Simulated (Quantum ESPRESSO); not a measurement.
# AlN(11-20), stepped through the number of layers, part 4 of 15

Wanted: a table for AlN(11-20) against the number of layers, and what can be fitted to it.

Quantum ESPRESSO 7.5; plane-wave DFT, PBE, GBRV ultrasoft pseudopotentials.

So far. Step 2 (Relaxing cell and ions of the reference):  The last row is no step: it is a fresh SCF in the final cell with a new plane-wave basis, -0 meV from the row before. Step 4 (Relaxation with pw.x, 3 layers): The relaxation lowers the energy by 120 meV an atom.

## 5. Self-consistent run, 3 layers

A run with the dipole correction and no field is the reference.

m0.f0.in reads:

```
&control
  prefix = 'm0.f0'
  outdir = './out'
  pseudo_dir = './pseudo'
  calculation = 'scf'
  tprnfor = .true.
  tefield = .true.
  dipfield = .true.
/
&system
  ibrav = 0
  nat = 12
  ntyp = 2
  ecutwfc = 40
  ecutrho = 200
  occupations = 'fixed'
  edir = 3
  emaxpos = 0.97
  eopreg = 0.04
  eamp = 0.0
  nbnd = 28
/
&electrons
  conv_thr = 1e-09
  mixing_beta = 0.4
  electron_maxstep = 120
  mixing_mode = 'plain'
/
ATOMIC_SPECIES
  Al  26.9815  al_pbe_v1.uspp.F.UPF
  N   14.0070  n_pbe_v1.2.uspp.F.UPF
CELL_PARAMETERS angstrom
  5.42440360500000 0.00000000000000 0.00000000000000
  0.00000000000000 5.02318495200000 0.00000000000000
  0.00000000000000 0.00000000000000 19.14118165613099
ATOMIC_POSITIONS crystal
  Al  0.364229957500 0.016628446200 0.426720414200
  Al  0.635770042500 0.516628446200 0.426720414200
  N   0.330451927100 0.372350642300 0.418293556700
  N   0.669548072900 0.872350642300 0.418293556700
  Al  0.835701436200 -0.007327106700 0.500000000000
  Al  0.164298563800 0.492672893300 0.500000000000
  N   0.832359754600 0.375368929700 0.500000000000
  N   0.167640245400 0.875368929700 0.500000000000
  Al  0.364229957500 0.016628446200 0.573279585800
  Al  0.635770042500 0.516628446200 0.573279585800
  N   0.330451927100 0.372350642300 0.581706443300
  N   0.669548072900 0.872350642300 0.581706443300
K_POINTS automatic
  4 4 1 0 0 0
```

Launch:

```
> OMP_NUM_THREADS=1 mpirun -n 4 pw.x -nk 1 -in m0.f0.in > m0.f0.out
```

Output:

```text
[banner, memory and clock lines left out]
Program PWSCF v.7.5 starts
[citation notice left out]

[...]
bravais-lattice index     =            0
     lattice parameter (alat)  =      10.2506  a.u.
     unit-cell volume          =    3519.6259 (a.u.)^3
     number of atoms/cell      =           12
     number of atomic types    =            2
     number of electrons       =        48.00
     number of Kohn-Sham states=           28
     kinetic-energy cutoff     =      40.0000  Ry
     charge density cutoff     =     200.0000  Ry
     scf convergence threshold =      1.0E-09
     mixing beta               =       0.4000
     number of iterations used =            8  plain     mixing
     Exchange-correlation= SLA  PW   PBE  PBE
                           (   1   4   3   4   0   0   0)

[...]
PseudoPot. # 1 for Al read from file:
     ./pseudo/al_pbe_v1.uspp.F.UPF
     Pseudo is Ultrasoft + core correction, Zval =  3.0
     Generated by new atomic code, or converted to UPF format
     Using radial grid of  893 points,  3 beta functions with:
                l(1) =   0
                l(2) =   1
                l(3) =   2
     Q(r) pseudized with  8 coefficients,  rinner =    0.900   0.900   0.900
                                                       0.900   0.900

     PseudoPot. # 2 for N  read from file:
     ./pseudo/n_pbe_v1.2.uspp.F.UPF
     Pseudo is Ultrasoft + core correction, Zval =  5.0
     Generated by new atomic code, or converted to UPF format
     Using radial grid of  729 points,  4 beta functions with:
                l(1) =   0
                l(2) =   0
                l(3) =   1
                l(4) =   1
     Q(r) pseudized with  8 coefficients,  rinner =    0.900   0.900   0.900

     atomic species   valence    mass     pseudopotential
     Al                3.00    26.98150     Al( 1.00)
     N                 5.00    14.00700     N ( 1.00)

     No symmetry found

[...]
number of k points=    10
[...]
Dense  grid:   168083 G-vectors     FFT dimensions: (  48,  45, 180)

     Smooth grid:   120263 G-vectors     FFT dimensions: (  45,  40, 150)

     Initial potential from superposition of free atoms

     starting charge      47.9852, renormalised to      48.0000

     negative rho (up, down):  4.070E-04 0.000E+00

     Adding external electric field

     Computed dipole along edir(3) :
        Dipole               -0.0000 Ry au,         -0.0000 Debye
        Dipole field         -0.0000 Ry au,

        Potential amp.        0.0000 Ry
        Total length         34.7247 bohr

     Starting wfcs are   48 randomized atomic wfcs

     per-process dynamical memory:    55.6 Mb

     Self-consistent Calculation

     iteration #  1     ecut=    40.00 Ry     beta= 0.40
     Davidson diagonalization with overlap
     ethr =  1.00E-02,  avg # of iterations =  2.1

     negative rho (up, down):  4.420E-04 0.000E+00

     Adding external electric field

     Computed dipole along edir(3) :
        Dipole               -0.0001 Ry au,         -0.0002 Debye
        Dipole field         -0.0000 Ry au,

        Potential amp.        0.0000 Ry
        Total length         34.7247 bohr

     total energy              =    -160.62779106 Ry
     estimated scf accuracy    <       4.86110165 Ry

     iteration #  2     ecut=    40.00 Ry     beta= 0.40
[...]
negative rho (up, down):  6.315E-04 0.000E+00

[...]
Dipole               -0.0002 Ry au,         -0.0005 Debye
[...]
total energy              =    -161.72422812 Ry
     estimated scf accuracy    <       0.21931044 Ry

     iteration #  3     ecut=    40.00 Ry     beta= 0.40
[...]
negative rho (up, down):  8.162E-04 0.000E+00

[...]
Dipole               -0.0003 Ry au,         -0.0008 Debye
[...]
total energy              =    -161.72510386 Ry
     estimated scf accuracy    <       0.05912649 Ry

     iteration #  4     ecut=    40.00 Ry     beta= 0.40
[...]
negative rho (up, down):  9.632E-04 0.000E+00

[...]
Dipole                0.0002 Ry au,          0.0005 Debye
[...]
total energy              =    -161.73207747 Ry
     estimated scf accuracy    <       0.00974664 Ry

     iteration #  5     ecut=    40.00 Ry     beta= 0.40
[...]
negative rho (up, down):  9.998E-04 0.000E+00

[...]
Dipole               -0.0002 Ry au,         -0.0004 Debye
[...]
total energy              =    -161.73226536 Ry
     estimated scf accuracy    <       0.00100045 Ry

     iteration #  6     ecut=    40.00 Ry     beta= 0.40
[...]
negative rho (up, down):  1.031E-03 0.000E+00

[...]
Dipole                0.0002 Ry au,          0.0004 Debye
[...]
total energy              =    -161.73263606 Ry
     estimated scf accuracy    <       0.00038479 Ry

[...]
iteration # 12     ecut=    40.00 Ry     beta= 0.40
[...]
negative rho (up, down):  1.075E-03 0.000E+00

[...]
Dipole                0.0000 Ry au,          0.0000 Debye
[...]
total energy              =    -161.73271199 Ry
     estimated scf accuracy    <       0.00000004 Ry

     iteration # 13     ecut=    40.00 Ry     beta= 0.40
[...]
negative rho (up, down):  1.076E-03 0.000E+00

[...]
Dipole               -0.0000 Ry au,         -0.0000 Debye
[...]
total energy              =    -161.73271201 Ry
     estimated scf accuracy    <          5.9E-09 Ry

     iteration # 14     ecut=    40.00 Ry     beta= 0.40
[...]
negative rho (up, down):  1.076E-03 0.000E+00

[...]
Dipole               -0.0000 Ry au,         -0.0000 Debye
[...]
total energy              =    -161.73271200 Ry
     estimated scf accuracy    <          1.6E-09 Ry

     iteration # 15     ecut=    40.00 Ry     beta= 0.40
[...]
negative rho (up, down):  1.077E-03 0.000E+00

[...]
Dipole                0.0000 Ry au,          0.0000 Debye
[...]
End of self-consistent calculation

          k = 0.0000 0.0000 0.0000 ( 15031 PWs)   bands (ev):

   -17.2723 -15.7795 -15.4495 -15.0681 -14.9929 -14.5078  -8.0526  -7.5053
    -6.4961  -6.0267  -6.0125  -5.7923  -5.5966  -5.5383  -4.8661  -4.8457
    -4.0069  -4.0059  -3.8210  -3.4776  -3.0948  -2.8728  -2.7469  -2.2182
    -0.1952   0.9460   1.4659   2.3632

          k = 0.0000 0.2700 0.0000 ( 15053 PWs)   bands (ev):

   -17.0635 -15.9403 -15.3164 -15.1343 -15.0891 -14.6483  -7.7066  -7.5049
    -7.0713  -6.5955  -6.1379  -6.0685  -5.2460  -4.6566  -4.5961  -4.5472
    -4.0897  -3.9817  -3.8777  -3.5340  -3.0965  -3.0157  -2.7019  -2.3261
     0.5114   0.7802   1.6182   2.2254

[...]
highest occupied, lowest unoccupied level (ev):    -2.2182   -0.1952

!    total energy              =    -161.73271201 Ry
     estimated scf accuracy    <          1.5E-11 Ry

     The total energy is the sum of the following terms:
     one-electron contribution =   -1065.54374507 Ry
     hartree contribution      =     546.70957030 Ry
     xc contribution           =     -58.71959906 Ry
     ewald contribution        =     415.82106182 Ry
     electric field correction =       0.00000000 Ry

     convergence has been achieved in  15 iterations

     negative rho (up, down):  1.077E-03 0.000E+00

     Forces acting on atoms (cartesian axes, Ry/au):

     atom    1 type  1   force =    -0.00001167   -0.00009024    0.00000532
     atom    2 type  1   force =     0.00000266    0.00005724    0.00001106
     atom    3 type  2   force =     0.00001017    0.00000604    0.00000969
     atom    4 type  2   force =    -0.00000262    0.00004659    0.00000221
     atom    5 type  1   force =    -0.00000487   -0.00016929   -0.00000001
     atom    6 type  1   force =     0.00000553    0.00002163    0.00000007
     atom    7 type  2   force =    -0.00002575    0.00002798   -0.00000003
     atom    8 type  2   force =     0.00002843    0.00008047   -0.00000003
     atom    9 type  1   force =    -0.00001175   -0.00009012   -0.00000529
     atom   10 type  1   force =     0.00000257    0.00005712   -0.00001101
     atom   11 type  2   force =     0.00001005    0.00000600   -0.00000983
     atom   12 type  2   force =    -0.00000275    0.00004658   -0.00000216

     Total force =     0.000257     Total SCF correction =     0.000003

[...]
```

It took 38 s on 4 MPI ranks of Arm Neoverse V1, shared host; peak memory 0.51 GiB; 2.6 min of CPU time.

This step gave:

* dipole along the normal: 0 e·Å
* conduction bottom, on the run's zero: -0.1952 eV
* gap by band count: 2.023 eV

## 6. Electrostatic potential, 3 layers

plot_num = 11 writes the bare and Hartree potential, from which vacuum levels or, in a crystal, the mean potential are read.

m0.f0.pot.in reads:

```
&inputpp
  prefix = 'm0.f0'
  outdir = './out'
  filplot = 'm0.f0.pot.dat'
  plot_num = 11
/
```

Launch:

```
> OMP_NUM_THREADS=1 mpirun -n 4 pp.x -in m0.f0.pot.in > m0.f0.pot.out
```

Output:

```text
[banner, memory and clock lines left out]
Program POST-PROC v.7.5 starts

          URL

     ./out/m0.f0.save/

     IMPORTANT: XC functional enforced from input :
     Exchange-correlation= PBE
                           (   1   4   3   4   0   0   0)
     Any further DFT definition will be discarded
     Please, verify this is what you really want

     negative rho (up, down):  1.077E-03 0.000E+00

     Adding external electric field

     Computed dipole along edir(3) :
        Dipole                0.0000 Ry au,          0.0000 Debye
        Dipole field          0.0000 Ry au,

        Potential amp.       -0.0000 Ry
        Total length         34.7247 bohr

     Calling punch_plot, plot_num =  11

     Adding external electric field

     Computed dipole along edir(3) :
        Dipole                0.0000 Ry au,          0.0000 Debye
        Dipole field          0.0000 Ry au,

        Potential amp.       -0.0000 Ry
        Total length         34.7247 bohr

     Writing data to file  m0.f0.pot.dat
     Message from routine chdens:
     namelist plot not found or invalid, exiting
```

The job ended after 1 s (4 MPI ranks; peak memory 0.09 GiB; 3.8 s of CPU time).

Numbers from this step:

- slope of the potential above: 5.05e-5 eV/Å
- upper vacuum line continued to the top atoms, over the valence top: 5.359 eV
- slope of the potential below: -2.35e-5 eV/Å
- lower vacuum line continued to the bottom atoms, over the valence top: 5.359 eV
- vacuum level at the upper face over the valence top of the mesh: 5.359 eV
- vacuum level at the lower face over the valence top of the mesh: 5.359 eV

Electrostatic potential energy of an electron, with the sawtooth; zero at the highest filled level of the SCF mesh. Table of potential energy, planar mean by z:

z (Å), potential energy, planar mean (eV) and a bar from the least value:
```
        0        5.4 ##############################
        1        5.4 ##############################
        2        5.4 ##############################
        3        5.4 ##############################
        4        5.4 ##############################
        5        5.4 ##############################
        6        5.3 ##############################
        7        3.9 ###########################
        8       -9.9 
        9       -3.8 ############
       10       -5.6 ########
       11       -9.9 
       12        3.2 ##########################
       13        5.2 ##############################
       14        5.4 ##############################
       15        5.4 ##############################
       16        5.4 ##############################
       17        5.4 ##############################
       18        5.4 ##############################
       19        5.4 ##############################
```

## 7. Ground state, 3 layers: field 0.1 V/Å

The same atoms in a field; the change of the dipole measures the screening.

m0.f1.in is the input of step 5 with these lines changed:

```diff
@@ -1,3 +1,3 @@
 &control
-  prefix = 'm0.f0'
+  prefix = 'm0.f1'
   outdir = './out'
@@ -19,3 +19,3 @@
   eopreg = 0.04
-  eamp = 0.0
+  eamp = 0.00194469
   nbnd = 28
@@ -27,2 +27,3 @@
   mixing_mode = 'plain'
+  startingpot = 'file'
 /
```

Launch:

```
> cp -r out/m0.f0.save out/m0.f1.save
> OMP_NUM_THREADS=1 mpirun -n 4 pw.x -nk 1 -in m0.f1.in > m0.f1.out
```

Output:

```text
[banner, memory and clock lines left out]
Program PWSCF v.7.5 starts
[citation notice left out]

[...]
bravais-lattice index     =            0
     lattice parameter (alat)  =      10.2506  a.u.
     unit-cell volume          =    3519.6259 (a.u.)^3
     number of atoms/cell      =           12
     number of atomic types    =            2
     number of electrons       =        48.00
     number of Kohn-Sham states=           28
     kinetic-energy cutoff     =      40.0000  Ry
     charge density cutoff     =     200.0000  Ry
     scf convergence threshold =      1.0E-09
     mixing beta               =       0.4000
     number of iterations used =            8  plain     mixing
     Exchange-correlation= SLA  PW   PBE  PBE
                           (   1   4   3   4   0   0   0)

[...]
PseudoPot. # 1 for Al read from file:
     ./pseudo/al_pbe_v1.uspp.F.UPF
     Pseudo is Ultrasoft + core correction, Zval =  3.0
     Generated by new atomic code, or converted to UPF format
     Using radial grid of  893 points,  3 beta functions with:
                l(1) =   0
                l(2) =   1
                l(3) =   2
     Q(r) pseudized with  8 coefficients,  rinner =    0.900   0.900   0.900
                                                       0.900   0.900

     PseudoPot. # 2 for N  read from file:
     ./pseudo/n_pbe_v1.2.uspp.F.UPF
     Pseudo is Ultrasoft + core correction, Zval =  5.0
     Generated by new atomic code, or converted to UPF format
     Using radial grid of  729 points,  4 beta functions with:
                l(1) =   0
                l(2) =   0
                l(3) =   1
                l(4) =   1
     Q(r) pseudized with  8 coefficients,  rinner =    0.900   0.900   0.900

     atomic species   valence    mass     pseudopotential
     Al                3.00    26.98150     Al( 1.00)
     N                 5.00    14.00700     N ( 1.00)

     No symmetry found

[...]
number of k points=    10
[...]
Dense  grid:   168083 G-vectors     FFT dimensions: (  48,  45, 180)

     Smooth grid:   120263 G-vectors     FFT dimensions: (  45,  40, 150)

     The initial density is read from file :
     ./out/m0.f1.save/charge-density

     negative rho (up, down):  1.077E-03 0.000E+00

     Adding external electric field

     Computed dipole along edir(3) :
        Dipole                0.0000 Ry au,          0.0000 Debye
        Dipole field          0.0000 Ry au,

        E field amplitude [Ha a.u.]:  1.9447E-03
        Potential amp.        0.1351 Ry
        Total length         34.7247 bohr

     Starting wfcs are   48 randomized atomic wfcs

     per-process dynamical memory:    55.5 Mb

     Self-consistent Calculation

     iteration #  1     ecut=    40.00 Ry     beta= 0.40
     Davidson diagonalization with overlap
     ethr =  1.00E-05,  avg # of iterations = 10.9

     negative rho (up, down):  1.075E-03 0.000E+00

     Adding external electric field

     Computed dipole along edir(3) :
        Dipole                0.2220 Ry au,          0.5643 Debye
        Dipole field          0.0008 Ry au,

        E field amplitude [Ha a.u.]:  1.9447E-03
        Potential amp.        0.0800 Ry
        Total length         34.7247 bohr

     total energy              =    -161.73128623 Ry
     estimated scf accuracy    <       0.00408546 Ry

     iteration #  2     ecut=    40.00 Ry     beta= 0.40
[...]
negative rho (up, down):  1.075E-03 0.000E+00

[...]
Dipole                0.1326 Ry au,          0.3372 Debye
[...]
E field amplitude [Ha a.u.]:  1.9447E-03
[...]
total energy              =    -161.73251443 Ry
     estimated scf accuracy    <       0.00322516 Ry

     iteration #  3     ecut=    40.00 Ry     beta= 0.40
[...]
negative rho (up, down):  1.076E-03 0.000E+00

[...]
Dipole                0.1249 Ry au,          0.3175 Debye
[...]
E field amplitude [Ha a.u.]:  1.9447E-03
[...]
total energy              =    -161.73294484 Ry
     estimated scf accuracy    <       0.00003460 Ry

     iteration #  4     ecut=    40.00 Ry     beta= 0.40
[...]
negative rho (up, down):  1.076E-03 0.000E+00

[...]
Dipole                0.1284 Ry au,          0.3264 Debye
[...]
E field amplitude [Ha a.u.]:  1.9447E-03
[...]
total energy              =    -161.73297459 Ry
     estimated scf accuracy    <       0.00004136 Ry

     iteration #  5     ecut=    40.00 Ry     beta= 0.40
[...]
negative rho (up, down):  1.076E-03 0.000E+00

[...]
Dipole                0.1369 Ry au,          0.3481 Debye
[...]
E field amplitude [Ha a.u.]:  1.9447E-03
[...]
total energy              =    -161.73296774 Ry
     estimated scf accuracy    <       0.00001529 Ry

     iteration #  6     ecut=    40.00 Ry     beta= 0.40
[...]
negative rho (up, down):  1.076E-03 0.000E+00

[...]
Dipole                0.1342 Ry au,          0.3411 Debye
[...]
E field amplitude [Ha a.u.]:  1.9447E-03
[...]
total energy              =    -161.73297244 Ry
     estimated scf accuracy    <       0.00000797 Ry

     iteration #  7     ecut=    40.00 Ry     beta= 0.40
[...]
negative rho (up, down):  1.076E-03 0.000E+00

[...]
Dipole                0.1340 Ry au,          0.3406 Debye
[...]
E field amplitude [Ha a.u.]:  1.9447E-03
[...]
total energy              =    -161.73297346 Ry
     estimated scf accuracy    <       0.00000013 Ry

     iteration #  8     ecut=    40.00 Ry     beta= 0.40
[...]
negative rho (up, down):  1.076E-03 0.000E+00

[...]
Dipole                0.1346 Ry au,          0.3420 Debye
[...]
E field amplitude [Ha a.u.]:  1.9447E-03
[...]
total energy              =    -161.73297353 Ry
     estimated scf accuracy    <       0.00000014 Ry

     iteration #  9     ecut=    40.00 Ry     beta= 0.40
[...]
negative rho (up, down):  1.076E-03 0.000E+00

[...]
Dipole                0.1344 Ry au,          0.3415 Debye
[...]
E field amplitude [Ha a.u.]:  1.9447E-03
[...]
End of self-consistent calculation

          k = 0.0000 0.0000 0.0000 ( 15031 PWs)   bands (ev):

   -17.2587 -15.7658 -15.4368 -15.0532 -14.9806 -14.4926  -8.0390  -7.4917
    -6.4825  -6.0131  -5.9988  -5.7790  -5.5829  -5.5248  -4.8520  -4.8316
    -3.9932  -3.9930  -3.8070  -3.4635  -3.0809  -2.8623  -2.7297  -2.2038
    -0.1835   0.9586   1.4741   2.3766

          k = 0.0000 0.2700 0.0000 ( 15053 PWs)   bands (ev):

   -17.0499 -15.9266 -15.3045 -15.1220 -15.0734 -14.6332  -7.6930  -7.4913
    -7.0581  -6.5813  -6.1244  -6.0549  -5.2323  -4.6447  -4.5805  -4.5337
    -4.0770  -3.9679  -3.8632  -3.5201  -3.0837  -3.0021  -2.6868  -2.3116
     0.5215   0.7926   1.6307   2.2397

[...]
highest occupied, lowest unoccupied level (ev):    -2.2038   -0.1835

!    total energy              =    -161.73297356 Ry
     estimated scf accuracy    <          9.3E-10 Ry

     The total energy is the sum of the following terms:
     one-electron contribution =   -1065.54154427 Ry
     hartree contribution      =     546.70746455 Ry
     xc contribution           =     -58.71949749 Ry
     ewald contribution        =     415.82106182 Ry
     electric field correction =      -0.00045817 Ry

     convergence has been achieved in   9 iterations

     negative rho (up, down):  1.076E-03 0.000E+00

     Forces acting on atoms (cartesian axes, Ry/au):

     atom    1 type  1   force =    -0.00034317   -0.00025059    0.00177187
     atom    2 type  1   force =     0.00033413   -0.00010290    0.00177765
     atom    3 type  2   force =     0.00008708   -0.00009811   -0.00193598
     atom    4 type  2   force =    -0.00007961   -0.00005761   -0.00194338
     atom    5 type  1   force =    -0.00000249   -0.00016665    0.00172290
     atom    6 type  1   force =     0.00000314    0.00002421    0.00172297
     atom    7 type  2   force =    -0.00002544    0.00002708   -0.00138984
     atom    8 type  2   force =     0.00002790    0.00007948   -0.00138989
     atom    9 type  1   force =     0.00031272    0.00006644    0.00178692
     atom   10 type  1   force =    -0.00032173    0.00021364    0.00178122
     atom   11 type  2   force =    -0.00006883    0.00011226   -0.00195603
     atom   12 type  2   force =     0.00007632    0.00015274   -0.00194841

     Total force =     0.006187     Total SCF correction =     0.000089

[...]
```

The job ended after 28 s (4 MPI ranks; peak memory 0.51 GiB; 1.9 min of CPU time).

This step gave:

| Property | Result |
| --- | --- |
| free energy | -2200.4892 eV |
| dipole along the normal | 0.07110 e·Å |
| valence top, on the run's zero | -2.204 eV |
| conduction bottom, on the run's zero | -0.1835 eV |
| gap by band count | 2.020 eV |

[end of part 4 of 15]

[Logs are printed without paths, hosts, clocks, repeated set-up lines and the standing remarks that a program may print on its own settings, such as how far it seeks lower states.]

[Hosts, paths, dates, database ids (printed as entryN), source tags and the programs' standing remarks are cut or masked in the printed files.]

[Maps of the electrostatic potential energy from Ansatz leave out the sawtooth potential of an applied field or a dipole correction, so their vacuum need not be flat; planar profiles and work functions include it.]
